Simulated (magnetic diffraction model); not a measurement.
## Solving a magnetic structure from powder neutron data: K₃Cr

Space group I4/mmm (no. 139), a = 5.7410 Å, c = 11.1150 Å.

| site | atom | x | y | z |
| --- | --- | --- | --- | --- |
| 2a | Cr | 0 | 0 | 0 |
| 2b | K | 1/2 | 1/2 | 0 |
| 4d | K | 1/2 | 0 | 1/4 |

The compound is invented for this exercise: a known structure type with other elements, its cell scaled to their sizes and not relaxed.

Only Cr is taken to order (form factors of Cr2+); orders and moment sizes are assumed, and not adapted to the symmetry. Radiation: neutrons of λ = 2.567 Å, 5° to 90°; isotropic B of 0.54 Å² (Cr) and 0.55 Å² (K). Simulated constant-wavelength pattern: nuclear and magnetic terms add, the magnetic one as |2.695 fm × Σ f S⊥ exp(2πi Q·r) exp(−B s²)|², summed over all Q at one angle with the factor 1/(sin²θ cos θ). For collinear order S is the moment m, which repeats by lattice and centring translations R with the sign exp(−2πi k·R). Free-ion form factors, Sears's scattering lengths of 1992, no absorption; a label names one of the reflections at its angle. The strongest nuclear line in the range is 100, and lines under 0.2 are left out.

Above the ordering temperature:

```csv
2θ (°),index,I
46.10,(1 1 2),100.0
53.12,(2 0 0),39.1
55.02,(0 0 4),18.4
78.45,(2 2 0),21.9
80.01,(2 0 4),42.7
```

Below it (cell unchanged):

| 2θ (°) | I |
| --- | --- |
| 14.46 | 16.3 |
| 23.79 | 2.1 |
| 29.73 | 7.9 |
| 35.41 | 3.7 |
| 36.07 | 0.3 |
| 39.79 | 2.0 |
| 44.35 | 1.2 |
| 44.90 | 1.2 |
| 46.10 | 100.0 |
| 48.05 | 2.4 |
| 52.04 | 1.6 |
| 52.53 | 0.5 |
| 53.12 | 39.1 |
| 55.02 | 18.4 |
| 55.36 | 1.6 |
| 56.75 | 0.4 |
| 58.99 | 1.1 |
| 59.44 | 0.8 |
| 63.36 | 0.2 |
| 65.89 | 0.7 |
| 68.37 | 1.2 |
| 69.61 | 0.4 |
| 71.63 | 0.9 |
| 74.42 | 0.6 |
| 75.61 | 0.3 |
| 77.57 | 0.5 |
| 77.96 | 0.6 |
| 78.45 | 21.9 |
| 80.01 | 42.7 |
| 83.77 | 0.3 |
| 86.06 | 0.4 |
| 87.22 | 0.3 |
| 89.12 | 0.3 |

**Question.** Check that the new lines index with k = (1/2 0 1/2), then choose among these models:
A. collinear moments along [101], 1.68 μB on Cr
B. collinear moments along [111], 1.68 μB on Cr
C. collinear moments along [001], 1.68 μB on Cr

The new lines index as (1/2 0 1/2) at 14.46°, (1/2 0 -3/2) at 23.79°, (1/2 1 -1/2) at 29.73° and (1/2 1 3/2) at 35.41°, that is as H ± k with k = (1/2 0 1/2), one of 4 inequivalent arms of its star (k and −k counted as one), which a powder can't tell apart. Half indices mean that the moments reverse under translations with k·R a half-integer, and the magnetic cell has twice the primitive volume.

Magnetic intensity, observed (below minus above) and for each model:

| 2θ (°) | index | observed | A | B | C |
| --- | --- | --- | --- | --- | --- |
| 14.46 | (1/2 0 1/2) | 16.3 | 6.9 | 9.3 | 16.3 |
| 23.79 | (1/2 0 -3/2) | 2.1 | 5.3 | 5.6 | 2.1 |
| 29.73 | (1/2 1 -1/2) | 7.9 | 8.4 | 7.3 | 7.9 |
| 35.41 | (1/2 1 3/2) | 3.7 | 3.0 | 2.9 | 3.7 |
| 44.35 | (3/2 0 3/2) | 1.2 | 0.5 | 0.7 | 1.2 |
| 44.90 | (1/2 1 -5/2) | 1.2 | 2.1 | 2.0 | 1.2 |
| 48.05 | (3/2 1 1/2) | 2.4 | 1.8 | 1.8 | 2.4 |
| 49.59 | (1/2 0 -7/2) | <0.2 | 0.5 | 0.6 | <0.2 |

Model C matches.

The structure used: k = (1/2 0 1/2), collinear moments along [001], 1.68 μB on Cr.

[Logs are printed without paths, hosts, clocks, repeated set-up lines and the standing remarks that a program may print on its own settings, such as how far it seeks lower states.]
